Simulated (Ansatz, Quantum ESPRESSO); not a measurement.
# CaHI (P4/nmm): modes at Γ and the response to a field, part 3 of 3

Wanted: the vibrations of CaHI (P4/nmm) at Γ, by two programs.

Quantum ESPRESSO 7.5; DFT PBEsol, scalar-relativistic, plane waves, PseudoDojo norm-conserving pseudopotentials.

So far. Step 5 (Zone-centre response): The acoustic modes at Γ come out as far as 3.7 cm⁻¹ from zero, where they should vanish, a small numerical error; the Born charges miss their sum rule by 0.052 e, too much: mesh or cutoff is short for the field response. Step 6 (Zone-centre analysis): The rule also moves an optical mode by 1.0 cm⁻¹. The relaxed cell has a = 3.970, c = 8.746 Å (conventional setting).

## 8. The LO-TO splitting (1 0 0)

A longitudinal polar mode sets up a macroscopic field that stiffens it; the term hangs on the direction from which q goes to zero.

Contents of dynmat.in:

```
&INPUT
  fildyn = 'g.dyn'
  asr    = 'simple'
  fileig = 'dynmat.eig'
  q(1)   = 1.0
  q(2)   = 0.0
  q(3)   = 0.0
/
```

Run with:

```console
$ dynmat.x -in dynmat.in > dynmat.out
```

Numbers of over 12 decimals in the logs are rounded to 6 here.

Log:

```text
[banner, memory and clock lines left out]
Program DYNMAT v.7.5

     Reading Dynamical Matrix from file g.dyn
     ...Force constants read
     ...epsilon and Z* read

     Polarizability (A^3 units)
     multiply by 0.448567 for Clausius-Mossotti correction
        41.384337    0.000000    0.000000
         0.000000   41.384337    0.000000
         0.000000    0.000000   38.580736

     IR activities are in (D/A)^2/amu units

# mode   [cm-1]    [THz]      IR
    1     -0.00   -0.0000    0.0000
    2     -0.00   -0.0000    0.0000
    3      0.00    0.0000    0.0000
    4     57.28    1.7171    0.0000
    5     57.28    1.7171    0.0000
    6     67.68    2.0291    0.0000
    7    124.14    3.7215    3.1301
    8    135.97    4.0762    1.9182
    9    153.70    4.6079    2.0463
   10    180.22    5.4029    0.0000
   11    180.22    5.4029    0.0000
   12    203.97    6.1148    0.0000
   13    817.97   24.5220   46.8392
   14    862.60   25.8600    0.0000
   15    907.11   27.1945   47.9229
   16    912.47   27.3552    0.0000
   17    912.47   27.3552    0.0000
   18    952.91   28.5674   38.1342

[end of the log left out, with the tail of the file of modes that dynmat.x writes under the same name]
```

Wall time 0.46 s (1 thread of Arm Neoverse V1, shared host).

This step gave:

| Quantity | Value |
| --- | --- |
| highest mode moved by the LO-TO term | 907.1 cm⁻¹ |

Zone-centre frequencies as printed; negative means imaginary. Modes:

```tsv
mode	frequency (cm⁻¹)
1	0
2	0
3	0
4	57.28
5	57.28
6	67.68
7	124.1
8	136
9	153.7
10	180.2
11	180.2
12	204
13	818
14	862.6
15	907.1
16	912.5
17	912.5
18	952.9
```

The field moves 2 modes; the highest of them now lies at 907 cm⁻¹, where the highest that moved away lay at 818.

## 9. Modes along a direction of q (0 0 1)

Contents of dynmat.in:

```
&INPUT
  fildyn = 'g.dyn'
  asr    = 'simple'
  fileig = 'dynmat.eig'
  q(1)   = 0.0
  q(2)   = 0.0
  q(3)   = 1.0
/
```

Run with:

```console
$ dynmat.x -in dynmat.in > dynmat.out
```

Log:

```text
[banner, memory and clock lines left out]
Program DYNMAT v.7.5

     Reading Dynamical Matrix from file g.dyn
     ...Force constants read
     ...epsilon and Z* read

     Polarizability (A^3 units)
     multiply by 0.448567 for Clausius-Mossotti correction
        41.384337    0.000000    0.000000
         0.000000   41.384337    0.000000
         0.000000    0.000000   38.580736

     IR activities are in (D/A)^2/amu units

# mode   [cm-1]    [THz]      IR
    1     -0.00   -0.0000    0.0000
    2     -0.00   -0.0000    0.0000
    3      0.00    0.0000    0.0000
    4     57.28    1.7171    0.0000
    5     57.28    1.7171    0.0000
    6     67.68    2.0291    0.0000
    7    124.14    3.7215    3.1301
    8    124.14    3.7215    3.1301
    9    155.60    4.6648    1.4548
   10    180.22    5.4029    0.0000
   11    180.22    5.4029    0.0000
   12    203.97    6.1148    0.0000
   13    817.97   24.5220   46.8392
   14    817.97   24.5220   46.8392
   15    862.60   25.8600    0.0000
   16    912.47   27.3552    0.0000
   17    912.47   27.3552    0.0000
   18   1019.56   30.5656   38.5976

[end of the log left out, with the tail of the file of modes that dynmat.x writes under the same name]
```

It took 0.46 s on 1 thread.

This step gave:

| Quantity | Value |
| --- | --- |
| highest mode moved by the LO-TO term | 1020 cm⁻¹ |

Zone-centre frequencies as printed; negative means imaginary. Modes:

```tsv
mode	frequency (cm⁻¹)
1	0
2	0
3	0
4	57.28
5	57.28
6	67.68
7	124.1
8	124.1
9	155.6
10	180.2
11	180.2
12	204
13	818
14	818
15	862.6
16	912.5
17	912.5
18	1020
```

The field moves 2 modes; the highest of them now lies at 1020 cm⁻¹, where the highest that moved away lay at 953.

## 10. Modes along a direction of q (1 1 1)

Contents of dynmat.in:

```
&INPUT
  fildyn = 'g.dyn'
  asr    = 'simple'
  fileig = 'dynmat.eig'
  q(1)   = 1.0
  q(2)   = 1.0
  q(3)   = 1.0
/
```

Run with:

```console
$ dynmat.x -in dynmat.in > dynmat.out
```

Log:

```text
[banners, grids, parts of the stress and lines that vanish by symmetry left out]
[banner, memory and clock lines left out]
Program DYNMAT v.7.5

     Reading Dynamical Matrix from file g.dyn
     ...Force constants read
     ...epsilon and Z* read

     Polarizability (A^3 units)
     multiply by 0.448567 for Clausius-Mossotti correction
        41.384337    0.000000    0.000000
         0.000000   41.384337    0.000000
         0.000000    0.000000   38.580736

     IR activities are in (D/A)^2/amu units

# mode   [cm-1]    [THz]      IR
    1     -0.00   -0.0000    0.0000
    2     -0.00   -0.0000    0.0000
[...]
17    912.47   27.3552    0.0000
   18    986.15   29.5641   39.4025

[end of the log left out, with the tail of the file of modes that dynmat.x writes under the same name]
```

Elapsed: 0.46 s, on 1 thread.

Read from the output:

- highest mode moved by the LO-TO term: 986.1 cm⁻¹

Zone-centre frequencies as printed; negative means imaginary. Modes:

```tsv
mode	frequency (cm⁻¹)
1	0
2	0
3	0
4	57.28
5	57.28
6	67.68
7	124.1
8	132.2
9	154.5
10	180.2
11	180.2
12	204
13	818
14	862.6
15	866.7
16	912.5
17	912.5
18	986.1
```

The field moves 4 modes; the highest of them now lies at 986 cm⁻¹, where the highest that moved away lay at 953.

## 11. A second program

The same cell goes through another code at the same cutoff. The files are of one family, but Ansatz's library holds files of its own making for some heavy elements, so those for I may differ. Its k mesh is centred on Γ.

This step: DFT PBEsol, scalar-relativistic, plane waves, norm-conserving pseudopotentials of its library (PseudoDojo's, some remade) (Ansatz 0.2.0).

Contents of input.yaml:

```yaml
crystal:
  lattice:
    - [3.969863663, 0.0, 0.0]
    - [0.0, 3.969863663, 0.0]
    - [0.0, 0.0, 8.745559538]
  atoms:
    - { symbol: Ca, position: [0.0, 0.5, 0.1361577969] }
    - { symbol: Ca, position: [0.5, 0.0, 0.8638422031] }
    - { symbol: H, position: [0.0, 0.0, 0.0] }
    - { symbol: H, position: [0.5, 0.5, 0.0] }
    - { symbol: I, position: [0.0, 0.5, 0.6864813481] }
    - { symbol: I, position: [0.5, 0.0, 0.3135186519] }
kpoints:
  mp_grid: { grid: [6, 6, 2] }
hamiltonian:
  xc: pbesol
  pseudopotentials: { kind: nc, accuracy: standard }
scf:
  occupations: { method: fixed }
output:
  eigenvalues: true
basis:
  ecutwfc: 870.764
phonons:
  method: dfpt
  dielectric: true
  rigid_motions: translations
```

Run with:

```console
$ ansatz run input.yaml --threads 8 --pin off --max-ram 16384MiB --backend cpu --events-out ev --progress --plain --runs-dir out
```

Log:

```text
Warning: basis.ecutwfc = 870.764 eV is below the records' recommended 979.609905 eV, and the density's cutoff is lower with it unless basis.ecutrho_ratio is high enough to keep the records' density cutoff: compare with a run at a higher cutoff
Engine: ansatz 0.2.0, aarch64-unknown-linux-gnu
Pseudopotentials: kind: nc
Pseudopotential: Ca, nc, valence charge 10, recommended cutoff 925.187132 eV (normal), Ca.nc.azcp (PseudoDojo's, or run here from an input of PseudoDojo's; its table is named by hamiltonian.pseudopotentials.accuracy)
Pseudopotential: H, nc, valence charge 1, recommended cutoff 979.609905 eV (normal), H.nc.azcp (PseudoDojo's, or run here from an input of PseudoDojo's; its table is named by hamiltonian.pseudopotentials.accuracy)
Pseudopotential: I, nc, valence charge 7, recommended cutoff 952.398519 eV (normal), I.nc.azcp (PseudoDojo's, or run here from an input of PseudoDojo's; its table is named by hamiltonian.pseudopotentials.accuracy)
Functional definition: PBEsol
  exchange = pbesol_x
  correlation = pbesol_c
Crystal: 6 atoms, lattice volume = 137.828 Å³
Basis set: ecut = 870.764 eV, 8063 PW (Γ), exchange–correlation on 80×80×180 points (8 copies of the dense FFT grid, shifted against one another)
Bands: 24, of which v1, the nominal top of the filled ones, is band 18 counted from 1 (17 counted from 0)
Symmetry: 16 space group operations
k-points: 32 of 72 (irreducible under 2 space group operations, time reversal used)
Non-local potential: Ca, projectors of the file, l = 0: 2, l = 1: 2, l = 2: 2
Non-local potential: H, projectors of the file, l = 0: 2, l = 1: 1
Non-local potential: I, projectors of the file, l = 0: 2, l = 1: 2, l = 2: 2, l = 3: 2
Initial density: superposition of atomic densities (chi_scale 0.1, normalization cell, long waves kept (reshape's long-wave potential 0.60 eV rms))
Initial wavefunctions: pseudopotential atomic-orbital guess
Functional: x = pbesol(κ = 0.804, μ = 0.123457), c = pbesol(β = 0.046)
SCF iter   1: F=—  HF=-2858.963572 eV  |F-HF|=—  |Δ(HF+E_count)|=         —  Δρ=1.09e-1  dr2=1.16e2  ethr=3.10e-3  ⟨swp⟩=11.7  Hψ=5448  notcnv=0  defer=121
preconditioner: auto → Resta (q_TF=auto, 2.181 Å⁻¹)  ε∞=6.2  [insulator: Δε(μ)=0.000 eV  Ē_g=6.230 eV  n_scr=26 (ndim 8)  ℏωp=14.1 eV  f_vac=0.000  ε∞_Penn≈6.2]
SCF iter   2: F=—  HF=-2846.649413 eV  |F-HF|=—  |Δ(HF+E_count)|=    1.23e1  Δρ=2.91e-2  dr2=1.59e0  ethr=3.10e-3  ⟨swp⟩=6.6  Hψ=2764  notcnv=0  defer=117
SCF iter   3: F=—  HF=-2846.259609 eV  |F-HF|=—  |Δ(HF+E_count)|=   3.90e-1  Δρ=1.45e-2  dr2=5.09e-1  ethr=3.10e-3  ⟨swp⟩=3.0  Hψ=1196  notcnv=0  defer=115
SCF iter   4: F=—  HF=-2846.129243 eV  |F-HF|=—  |Δ(HF+E_count)|=   1.30e-1  Δρ=3.10e-3  dr2=2.53e-2  ethr=1.41e-3  ⟨swp⟩=3.7  Hψ=1499  notcnv=0  defer=117
SCF iter   5: F=—  HF=-2846.131302 eV  |F-HF|=—  |Δ(HF+E_count)|=   2.06e-3  Δρ=8.76e-4  dr2=1.67e-3  ethr=7.04e-5  ⟨swp⟩=4.8  Hψ=1447  notcnv=0  defer=128
SCF iter   6: F=—  HF=-2846.131455 eV  |F-HF|=—  |Δ(HF+E_count)|=   1.52e-4  Δρ=3.45e-4  dr2=3.66e-4  ethr=4.63e-6  ⟨swp⟩=3.8  Hψ=1525  notcnv=0  defer=128
SCF iter   7: F=—  HF=-2846.131415 eV  |F-HF|=—  |Δ(HF+E_count)|=   3.99e-5  Δρ=7.09e-5  dr2=2.75e-5  ethr=1.02e-6  ⟨swp⟩=3.8  Hψ=1438  notcnv=0  defer=128
SCF iter   8: F=—  HF=-2846.131410 eV  |F-HF|=—  |Δ(HF+E_count)|=   4.44e-6  Δρ=1.40e-5  dr2=1.54e-6  ethr=7.64e-8  ⟨swp⟩=2.4  Hψ=1157  notcnv=0  defer=128
SCF iter   9: F=—  HF=-2846.131345 eV  |F-HF|=—  |Δ(HF+E_count)|=   6.53e-5  Δρ=6.72e-6  dr2=1.11e-7  ethr=4.28e-9  ⟨swp⟩=2.7  Hψ=1339  notcnv=0  defer=127
SCF iter  10: F=—  HF=-2846.131345 eV  |F-HF|=—  |Δ(HF+E_count)|=   2.37e-8  Δρ=2.02e-6  dr2=4.50e-9  ethr=3.09e-10  ⟨swp⟩=2.1  Hψ=1265  notcnv=0  defer=127
SCF iter  11: F=—  HF=-2846.131345 eV  |F-HF|=—  |Δ(HF+E_count)|=  1.11e-10  Δρ=2.66e-7  dr2=1.39e-10  ethr=1.25e-11  ⟨swp⟩=2.5  Hψ=1366  notcnv=0  defer=127
SCF iter  12: F=-2846.131345 eV  HF=-2846.131345 eV  |F-HF|=3.18e-12  |Δ(HF+E_count)|=  5.28e-11  Δρ=7.61e-8  dr2=1.33e-11  ethr=1.00e-12  ⟨swp⟩=26.3  Hψ=9584  notcnv=0
SCF 1 converged in 12 iterations: F = -2846.131345 eV  dr2 = 1.33e-11
DFPT response loops at Γ: preconditioner auto → Resta (q_TF=auto, 2.181 Å⁻¹)  ε∞=4.4 (no band partly filled); β = 1.00, the filter's whole step (`scf.mixing.beta` (0.50) is not read by the response loops at its default; to damp them type it under 1.00, their step now; it binds the ground state too); Broyden in place of MSR1
── the response to a field inside a basis, on 8×8×4 k-points: an SCF that follows is theirs, and a resumed run solves both again ──
Bands: 19, of which v1, the nominal top of the filled ones, is band 18 counted from 1 (17 counted from 0)
k-points: 20 of 256
Initial density: handed on by an earlier stage of this run
Initial wavefunctions: pseudopotential atomic-orbital guess (no wavefunctions were taken with the density)
Eigensolver: Dense (20 Hₖ)
SCF iter   1: F=—  HF=-2846.117017 eV  |F-HF|=—  |Δ(HF+E_count)|=         —  Δρ=1.87e-4  dr2=1.00e-5  ethr=1.00e-1
preconditioner: auto → Resta (q_TF=auto, 2.181 Å⁻¹)  ε∞=4.6  [insulator: Δε(μ)=3.349 eV  Ē_g=7.482 eV  n_scr=26 (ndim 8)  ℏωp=14.1 eV  f_vac=0.001  ε∞_Penn≈4.6]
SCF iter   2: F=—  HF=-2846.117025 eV  |F-HF|=—  |Δ(HF+E_count)|=   8.21e-6  Δρ=9.64e-5  dr2=2.59e-6  ethr=2.78e-8
SCF iter   3: F=-2846.117029 eV  HF=-2846.117029 eV  |F-HF|=2.60e-8  |Δ(HF+E_count)|=   3.57e-6  Δρ=6.44e-6  dr2=4.45e-8  ethr=7.19e-9
SCF 1 converged in 3 iterations: F = -2846.117029 eV  dr2 = 4.45e-8
DFPT response loops at Γ: preconditioner auto → Resta (q_TF=auto, 2.181 Å⁻¹)  ε∞=4.2 (no band partly filled); β = 1.00, the filter's whole step (`scf.mixing.beta` (0.50) is not read by the response loops at its default; to damp them type it under 1.00, their step now; it binds the ground state too); Broyden in place of MSR1
WARN: field response: ε∞ stands inside a basis, on 8×8×4 points; the force constants stand on the 6×6×2 k-mesh, whose period is 10.17 times the interband length at k = (0.0000, 0.0000, -0.5000), direct gap 3.276 eV, under 14: take them and everything formed from them as unconverged, and compare with a denser kpoints.mp_grid
SCF converged after 12 iterations
Free energy (F): -2846.131345 eV
Harris-Foulkes:  -2846.131345 eV  (|F-HF|=3.18e-12)
Internal energy: -2846.131345 eV  (E = F + TS)
E sigma→0 (E₀):  -2846.131345 eV
Fermi energy:    4.695832 eV
--- Per-component energies (eV) ---
  E_band       = -309.322412
  E_kinetic    = 925.810160
  E_local      = -2383.566488  (includes V_loc(G=0)·N_el)
  E_nonlocal   = 277.125133
  E_hartree    = 724.683327
  E_xc         = -632.078950
  E_vxc        = -578.057984  (∫ρ·V_xc dr)
  E_ewald      = -1758.104528
  E_smearing   = -0.000000  (= −TS)
  E_closure    = -0.000000  (closes the sum)
  Σ components = -2846.131345   (vs F -2846.131345, Δ=0.00e0)
--- Band table (eV; the first three rows and the last of 32) ---
  k-point 0: bands = [... 14 lower, 3.8988, 3.8988, 4.1654, 4.1654, 8.0333, 8.4311, 9.1606, 9.1606, ... 2 higher]
  k-point 1: bands = [... 14 lower, 3.8735, 4.1950, 4.1950, 4.6958, 7.9715, 8.5767, 9.1235, 9.1573, ... 2 higher]
  k-point 2: bands = [... 14 lower, 3.8051, 3.9597, 4.0429, 4.1826, 8.3077, 8.3891, 8.9456, 9.1355, ... 2 higher]
  k-point 31: bands = [... 14 lower, 3.0608, 3.0608, 3.1077, 3.1077, 8.5367, 8.5367, 9.0721, 9.0721, ... 2 higher]
--- Phonons (Γ-DFPT): 6 representative perturbations + reference, on 32 of 72 k-points (Σ response iterations 21) ---
  k mesh reduced under 2 symmetry operations, with k and −k counted as one. Each operation leaves every solved perturbation unchanged. A smaller set is not considered because the run solves the response to a homogeneous field
  ASR residual: 1.970e-4 → 0.000e0 eV/Å²; symmetrization residual: 5.322e-7 eV/Å²
  ASR residual per site (eV/Å²): 1.97e-4 1.97e-4 2.53e-6 2.53e-6 7.14e-6 7.14e-6
  Γ frequencies (cm⁻¹): 0.00 0.00 0.00 57.19 57.19 67.44 124.01 124.01 135.57 180.14 180.14 203.70 818.00 818.00 861.98 912.30 912.30 952.44
  ε∞ (high-frequency dielectric tensor):
        4.723964     0.000000     0.000000
        0.000000     4.723964     0.000000
        0.000000     0.000000     4.490123
  ε⁰ (static dielectric tensor: ions relaxed, cell fixed):
        8.874534    -0.000000     0.000000
       -0.000000     8.874534    -0.000000
        0.000000    -0.000000     6.726342
  ε⁰ − ε∞ (ionic part):
        4.150569    -0.000000     0.000000
       -0.000000     4.150569    -0.000000
        0.000000    -0.000000     2.236219
  softest optical mode at Γ: 57.19 cm⁻¹; the repairs (sum rule, projections) moved no ω² at Γ by more than (1.98 cm⁻¹)²
  Born effective charges Z* (e; rows j = field, columns β = displacement):
    site 0:
         2.29840    0.00000   -0.00000
        -0.00000    2.29840   -0.00000
        -0.00000   -0.00000    1.81267
    site 1:
         2.29840    0.00000    0.00000
        -0.00000    2.29840    0.00000
         0.00000    0.00000    1.81267
    site 2:
        -0.98025   -0.00000    0.00000
         0.00000   -0.98025    0.00000
        -0.00000    0.00000   -0.88606
    site 3:
        -0.98025   -0.00000   -0.00000
         0.00000   -0.98025   -0.00000
        -0.00000    0.00000   -0.88606
    site 4:
        -1.31816   -0.00000    0.00000
         0.00000   -1.31816    0.00000
        -0.00000    0.00000   -0.92662
    site 5:
        -1.31816   -0.00000   -0.00000
         0.00000   -1.31816    0.00000
        -0.00000    0.00000   -0.92662
  Z* charge neutrality: 5.840e-3 e pre-enforcement
  solved inside a basis spanned on kpoints, on 8×8×4 k-points, its susceptibility summed on 10×10×4: ε∞ is read to err by 2.0e-2, Z* by 1.7e-2 e (field_mesh: kpoints solves on kpoints); Z* is corrected for what the basis lacks
  optical modes at Γ without the LO–TO term, one row a degenerate level:
      ω (cm⁻¹)  modes    IR ((D/Å)²/amu)
         57.19      2             0.0000
         67.44      1             0.0000
        124.01      2             6.0587
        135.57      1             1.8830
        180.14      2             0.0000
        203.70      1             0.0000
        818.00      2            95.3380
        861.98      1             0.0000
        912.30      2             0.0000
        952.44      1            38.1501
  optical modes at Γ + LO–TO along q̂ = [1.0000, 0.0000, 0.0000]:
      ω (cm⁻¹)  modes    IR ((D/Å)²/amu)
         57.19      2             0.0000
         67.44      1             0.0000
        124.01      1             3.0294
[...]
optical modes at Γ + LO–TO along q̂ = [0.0000, 1.0000, 0.0000]:
      ω (cm⁻¹)  modes    IR ((D/Å)²/amu)
[...]
912.30      2             0.0000
        952.44      1            38.1501
  optical modes at Γ + LO–TO along q̂ = [0.0000, 0.0000, 1.0000]:
      ω (cm⁻¹)  modes    IR ((D/Å)²/amu)
         57.19      2             0.0000
         67.44      1             0.0000
        124.01      2             6.0587
        155.01      1             1.4254
        180.14      2             0.0000
        203.70      1             0.0000
        818.00      2            95.3380
        861.98      1             0.0000
        912.30      2             0.0000
       1019.54      1            38.6076
```

Elapsed: 51 s, on 8 threads; peak memory 1.9 GiB.

This step gave:

| Quantity | Value |
| --- | --- |
| gap on the k-mesh | 3.059 eV |
| sum-rule residual before enforcement | 1.97e-4 eV/Å² |
| miss of the charge sum rule | 0.005840 e |
| estimated error of the dielectric tensor | 0.01952 |
| estimated error of the Born charges | 0.01665 e |
| highest optical zone-centre mode (no LO-TO term) | 952.4 cm⁻¹ |
| lowest optical zone-centre mode | 57.19 cm⁻¹ |
| mean high-frequency dielectric constant | 4.646 |
| largest Born charge in size (third of the trace) | 2.136 e |
| mean static dielectric constant | 8.158 |
| highest mode moved by the LO-TO term | 1020 cm⁻¹ |

Transverse modes. Infrared lines, with heights relative to the strongest:

```tsv
position (cm⁻¹)	label	IR intensity ((D/Å)²/amu), degenerate modes summed, relative
57	Eg	0.0
67	A1g	0.0
124	Eu	6.4
136	A2u	2.0
180	Eg	0.0
204	A1g	0.0
818	Eu	100
862	B1g	0.0
912	Eg	0.0
952	A2u	40
```

The log warns that the force constants on this k mesh are to be taken as unconverged.

## 12. Side by side: QE PseudoDojo and Ansatz, library NC

Worked out from the results:

* root-mean-square difference: 0.26 cm⁻¹
* largest difference: 0.62 cm⁻¹

The 12 of 15 modes that differ most. Frequencies side by side:

```tsv
q (reciprocal lattice)	mode	QE PseudoDojo (cm⁻¹)	Ansatz, library NC (cm⁻¹)
0 0 0	4	57.28	57.19
0 0 0	5	57.28	57.19
0 0 0	6	67.68	67.44
0 0 0	7	124.1	124
0 0 0	8	124.1	124
0 0 0	9	136	135.6
0 0 0	10	180.2	180.1
0 0 0	12	204	203.7
0 0 0	15	862.6	862
0 0 0	16	912.5	912.3
0 0 0	17	912.5	912.3
0 0 0	18	952.9	952.4
```

The two runs side by side. Further quantities:

```tsv
quantity	QE PseudoDojo	Ansatz, library NC
mean ε∞	4.688	4.646
largest Born charge in size (e; the first before, the second after the charge sum rule)	2.142	2.136
```

At the zone centre the largest difference (acoustic modes at Γ apart) is 0.07 % of the highest mode.

## 13. What came out

```yaml
space_group_after_relaxation: P4/nmm
volume_per_atom: 23.0 Å³
gap_on_the_k_mesh: 3.06 eV
highest_optical_zone_centre_mode_no_lo_to_term: 952.9 cm⁻¹
lowest_optical_zone_centre_mode: 57.3 cm⁻¹
highest_mode_moved_by_the_lo_to_term_probably_not_converged_in_the_k_mesh: 1020 cm⁻¹
mean_high_frequency_dielectric_constant_probably_not_converged_in_the_k_mesh: 4.69
largest_born_charge_in_size_third_of_the_trace_probably_not_converged_in_the_k_mesh: 2.14 e
mean_static_dielectric_constant_probably_not_converged_in_the_k_mesh: 8.26
imaginary_optical_modes_at_the_zone_centre_no_q_mesh_in_this_session: none
largest_difference_from_ansatz_library_nc: 0.62 cm⁻¹
```

What this shows: At the PBEsol level the optical modes of CaHI (P4/nmm) at the zone centre (no LO-TO term) run from 57 to 953 cm⁻¹. Along the directions run, the highest mode that the macroscopic field moves lies at 1020 cm⁻¹. Lattice motion raises the mean dielectric constant from 4.688 to 8.257. The Born charges miss their sum rule by 0.052 e, a sign that the k mesh or the cutoff is short for the field response. ε∞, the Born charges and what follows from them are probably not converged in the k mesh. Of the 15 optical modes, 9 are Raman active alone and 6 are infrared active alone; inversion symmetry keeps the two sets apart. QE PseudoDojo and Ansatz, library NC agree to 0.62 cm⁻¹ (0.07 % of the highest mode compared) on all solved modes but the acoustic ones at Γ, without the LO-TO term. These are harmonic frequencies at zero temperature: anharmonic shifts and linewidths and thermal expansion are left out. Spin-orbit coupling is left out, which can matter for the heavy elements here. The relaxation ran at 64 Ry, under the 72 Ry recommended for these files; the stress of so short a basis can leave the cell about one per cent too small. Ansatz warns that the cutoff lies 11 % under the one recommended for these files; agreement at one cutoff is not convergence. Ansatz's log warns that force constants on this k mesh are to be taken as unconverged, an error that the frequencies of both programs share.

[Host names and launcher messages were left out of these logs when they were recorded.]

[Logs are printed without paths, hosts, clocks, repeated set-up lines and the standing remarks that a program may print on its own settings, such as how far it seeks lower states.]

[Hosts, paths, dates, database ids (printed as entryN), source tags and the programs' standing remarks are cut or masked in the printed files.]
